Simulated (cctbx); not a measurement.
**Diagnosing a refinement**

Cell a = 9.2300 Å, b = 9.2300 Å, c = 5.2650 Å, α = 90.00°, β = 90.00°, γ = 120.00°; space group P-62m (no. 189).

The data are simulated with cctbx, not measured: Mo Kα, λ = 0.71073 Å, to d = 0.84 Å, 95 % of the full sphere, strongest reflection 5000 counts, noise from counting, a 3 % proportional error and a noise floor of 8 counts (s.d.); no absorption, and some extinction, which the refinements don't model.

An isotropic refinement with weights 1/σ² prints:

```text
Rint 0.049, 287 unique reflections to 0.84 A
cycle     R1     wR2    GooF  max shift (A)
   1  0.1869  0.4271  16.881   0.06040
   6  0.0178  0.0505   1.995   0.00029
final R1 0.0178 wR2 0.0505 GooF 1.995  parameters 9  data/parameter 31.9
atom        x        y        z      Ueq    occ   su(xyz)  su(Uiso or U11)
Tm1    0.00000  0.58369  0.50000   0.0030  1.000  0.00010  0.0002
Cs1    0.33333  0.66667  0.00000   0.0037  1.000  0.00000  0.0003
Cs2    0.00000  0.00000  0.50000   0.0040  1.000  0.00000  0.0004
Zn1    0.00000  0.23119  0.00000   0.0044  1.000  0.00027  0.0005
Zn2    0.00000  0.33468  0.25476   1.0000  1.000  0.00826  0.0827
difference map: max 1.93 min -1.48 rms 0.44
Q1    0.0000  0.0000  0.0000    1    1.93  2.13 A from Zn1
Q2    0.0000  0.0000  0.3464    2    1.46  0.81 A from Cs2
Q3    0.3333  0.6667  0.1929    4    1.22  1.02 A from Cs1
Q4    0.0000  0.9269  0.1601    6    1.03  1.91 A from Cs2
Q5    0.3333  0.6667  0.3973    4    0.98  2.09 A from Cs1
Q6    0.3333  0.6667  0.0000    2    0.89  0.00 A from Cs1
```

Q: Accept it or mend it, and why?

Mend it. The fault: spurious atom: Zn2. Against the right model at the same level, R1 goes from 0.0126 to 0.0178 and GooF from 0.97 to 2.00 and Zn2 takes U = the program's ceiling. A site with no density behind it hides by a very large U or drifts.

The compound is CsTmZn. The right model at the same level gives:

```text
Rint 0.049, 287 unique reflections to 0.84 A
cycle     R1     wR2    GooF  max shift (A)
   1  0.1255  0.2623  10.311   0.02859
   2  0.0126  0.0246   0.968   0.00000
final R1 0.0126 wR2 0.0246 GooF 0.968  parameters 6  data/parameter 47.8
atom        x        y        z      Ueq    occ   su(xyz)  su(Uiso or U11)
Tm1    0.00000  0.58370  0.50000   0.0030  1.000  0.00005  0.0001
Cs1    0.33333  0.66667  0.00000   0.0037  1.000  0.00000  0.0002
Cs2    0.00000  0.00000  0.50000   0.0040  1.000  0.00000  0.0002
Zn1    0.00000  0.23127  0.00000   0.0044  1.000  0.00013  0.0002
difference map: max 1.23 min -0.68 rms 0.18
Q1    0.0000  0.0000  0.0000    1    1.23  2.13 A from Zn1
Q2    0.0000  0.0000  0.3465    2    0.78  0.81 A from Cs2
Q3    0.0585  0.3958  0.1858   12    0.61  1.65 A from Zn1
Q4    0.0522  0.6591  0.1921   12    0.61  1.73 A from Tm1
Q5    0.1012  0.8752  0.5000    6    0.60  1.81 A from Cs2
Q6    0.0000  0.7841  0.3278    6    0.56  2.06 A from Tm1
```

Isotropic U is held between 0.0001 and 1 Å² by the program, and listed peak heights are interpolated, so they can pass the grid's maximum.

The model was made for the exercise: a known structure type with other elements put in, its volume estimated, not relaxed; displacement parameters are assumed.

[Middle refinement cycles are left out of these outputs.]

[Logs are printed without paths, hosts, clocks, repeated set-up lines and the standing remarks that a program may print on its own settings, such as how far it seeks lower states.]
